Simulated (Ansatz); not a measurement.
# K2YInBr6 (double perovskite (elpasolite)) (Fm-3m): G0W0 under other settings

Aim: change settings of a G0W0 run on K2YInBr6 (double perovskite (elpasolite)) (Fm-3m) and see what moves.

Method: G0W0 on LDA, plane waves, PAW, in Ansatz 0.2.0.

Most raw output is cut from this account.

The structure was built from a prototype and need not be the compound's stable phase.

**1. Set-up**

The structure is cubic, space group Fm-3m (No. 225). The conventional cell has a = 11.413 Å, b = 11.413 Å, c = 11.413 Å, α = 90.00°, β = 90.00°, γ = 90.00°. Nearest to K lie 12 Br at 4.04 Å. Nearest to In lie 6 Br at 2.99 Å. Nearest to Y lie 6 Br at 2.72 Å. Nearest to Br lie 1 Y at 2.72 Å and 1 In at 2.99 Å and 4 K at 4.04 Å. It derives from Br6In1K2Y1. Farther neighbours and most contacts between anions are not listed.

The structure was relaxed with LDA. The structure type comes from a generator and need not be one that this composition takes. The runs that relaxed it are not among those shown. The default PAW set here is soft_2. Its files were made with PBE.

**2. The base run: 2×2×2 mesh, 515 empty bands, screening to 72 eV**

G0W0 replaces the xc potential by the self-energy, built once from these orbitals. Only a window of levels is corrected, while the sums run over the empty bands that the input names.

The input, input.yaml:

```yaml
crystal:
  lattice:
    - [0.0, 5.7062557021, 5.7062557021]
    - [5.7062557021, 0.0, 5.7062557021]
    - [5.7062557021, 5.7062557021, 0.0]
  atoms:
    - { symbol: K, position: [0.25, 0.25, 0.25] }
    - { symbol: K, position: [0.75, 0.75, 0.75] }
    - { symbol: In, position: [0.0, 0.0, 0.0] }
    - { symbol: "Y", position: [0.5, 0.5, 0.5] }
    - { symbol: Br, position: [0.2615945249, 0.7384054751, 0.7384054751] }
    - { symbol: Br, position: [0.2615945249, 0.7384054751, 0.2615945249] }
    - { symbol: Br, position: [0.7384054751, 0.2615945249, 0.7384054751] }
    - { symbol: Br, position: [0.7384054751, 0.2615945249, 0.2615945249] }
    - { symbol: Br, position: [0.7384054751, 0.7384054751, 0.2615945249] }
    - { symbol: Br, position: [0.2615945249, 0.2615945249, 0.7384054751] }
kpoints:
  mp_grid: { grid: [2, 2, 2] }
hamiltonian:
  xc: lda
scf:
  occupations: { method: fixed }
gw:
  n_empty_bands: 515
  ecut_chi: 72
  qp_bands: [v3, c3]
  qp_kpoints: band_edges
  screening: { model: contour_deformation }
```

Command:

```sh
ansatz run input.yaml --threads 4 --pin off --max-ram 17510MiB --backend cpu --events-out ev --progress --plain --runs-dir out
```

Wall time 64 s (4 threads of Arm Neoverse V1, shared host); peak memory 2.8 GiB; 4 min of CPU time.

This step gave:

```yaml
bands_summed: 557
rpa_eps_infinity_on_this_mesh_eigenvalues: 3.980, 3.980, 3.980
plane_waves_in_the_screening_matrix: 531
q_points_in_the_mesh: 8
g0w0_gap_on_the_mesh: 3.037 eV
k_of_the_valence_top: 0, 0, -0.5
k_of_the_conduction_bottom: 0, 0, 0
starting_gap_on_the_mesh: 1.884 eV
z_at_the_valence_top: 0.7813
z_at_the_conduction_bottom: 0.8249
least_direct_g0w0_gap_on_the_computed_points: 3.540 eV
```

The gap on the mesh goes from 1.88 eV to 3.04 eV, a correction of +1.15 eV. Between the two edge states, bare exchange in place of the xc potential would open the gap by 5.34 eV, and correlation takes back 4.19 eV.

**3. Variant: norm-conserving files, smooth pair densities**

This step: G0W0 on LDA, plane waves, norm-conserving pseudopotentials.

input.yaml: that of step 2 with these lines changed.

```diff
@@ -20,2 +20,3 @@
   xc: lda
+  pseudopotentials: { kind: nc }
 scf:
@@ -23,4 +24,4 @@
 gw:
-  n_empty_bands: 515
-  ecut_chi: 72
+  n_empty_bands: 603
+  ecut_chi: 80
   qp_bands: [v3, c3]
@@ -28 +29,2 @@
   screening: { model: contour_deformation }
+  pair_densities: pseudo
```

Elapsed: 3.6 min, on 4 threads; peak memory 7.5 GiB.

The G0W0 gap on the mesh is 3.495 eV.

Against the base:

```csv
setting,base,variant
files,default PAW,norm-conserving
empty bands,515,603
screening cutoff (eV),72,80
pair densities,-,pseudo
```

```csv
quantity,variant,base
starting gap on the mesh,1.895,1.884
G0W0 gap on the mesh,3.495,3.037
least direct G0W0 gap on the computed points,3.914,3.540
Z at the valence top,0.779,0.781
Z at the conduction bottom,0.825,0.825
```

**4. Variant: fewer bands**

This step: G0W0 on LDA, plane waves, PAW.

input.yaml: that of step 3 with these lines changed.

```diff
@@ -20,3 +20,2 @@
   xc: lda
-  pseudopotentials: { kind: nc }
 scf:
@@ -24,4 +23,4 @@
 gw:
-  n_empty_bands: 603
-  ecut_chi: 80
+  n_empty_bands: 421
+  ecut_chi: 60
   qp_bands: [v3, c3]
@@ -29,2 +28 @@
   screening: { model: contour_deformation }
-  pair_densities: pseudo
```

Elapsed: 47 s, on 4 threads; peak memory 2.2 GiB; 3 min of CPU time.

Against the base:

```csv
setting,base,variant
empty bands,515,421
screening cutoff (eV),72,60
```

```csv
quantity,variant,base
starting gap on the mesh,1.884,1.884
G0W0 gap on the mesh,2.948,3.037
least direct G0W0 gap on the computed points,3.480,3.540
Z at the valence top,0.782,0.781
Z at the conduction bottom,0.825,0.825
```

**5. Results**

| Property | Result |
| --- | --- |
| base | 3.04 eV, 64 s |
| norm-conserving files, smooth pair densities | 3.50 eV, 3.6 min |
| fewer bands | 2.95 eV, 47 s |

**Reading.** Norm-conserving files, smooth pair densities: the gap moves by +0.46 eV and the time by a factor of 3.4 (the plane-wave cutoff goes from 420 to 979.61 eV). The variant differs from the base in files, empty bands, screening cutoff and pair densities together, so the change can't be laid to one of them. Fewer bands: the gap moves by −0.09 eV; such settings are too crude to quote. The variant differs from the base in empty bands and screening cutoff together, so the change can't be laid to one of them. All runs here use a coarse mesh and modest cutoffs; they test settings and are not final values. The 2×2×2 mesh is coarse for this cell (its supercell is 16 Å along the shortest edge). The RPA ε∞ on it, from the LDA start, is 3.98; such meshes misread the long-range screening, most where the gap is narrow. The many-body steps are scalar-relativistic: spin-orbit coupling is not in them.

[Paths, hosts, dates, memory and timing lines, banners, echoed tables and standing remarks are left out of the program output.]

[Logs are printed without paths, hosts, clocks, repeated set-up lines and the standing remarks that a program may print on its own settings, such as how far it seeks lower states.]

[Runs of the session that timed out or met a known fault of the program may be left out.]

[Cells called generated may have been cut or substituted from an entry of the Crystallography Open Database or the Materials Project.]

[Hosts, paths, dates, database ids (printed as entryN), source tags and the programs' standing remarks are cut or masked in the printed files.]
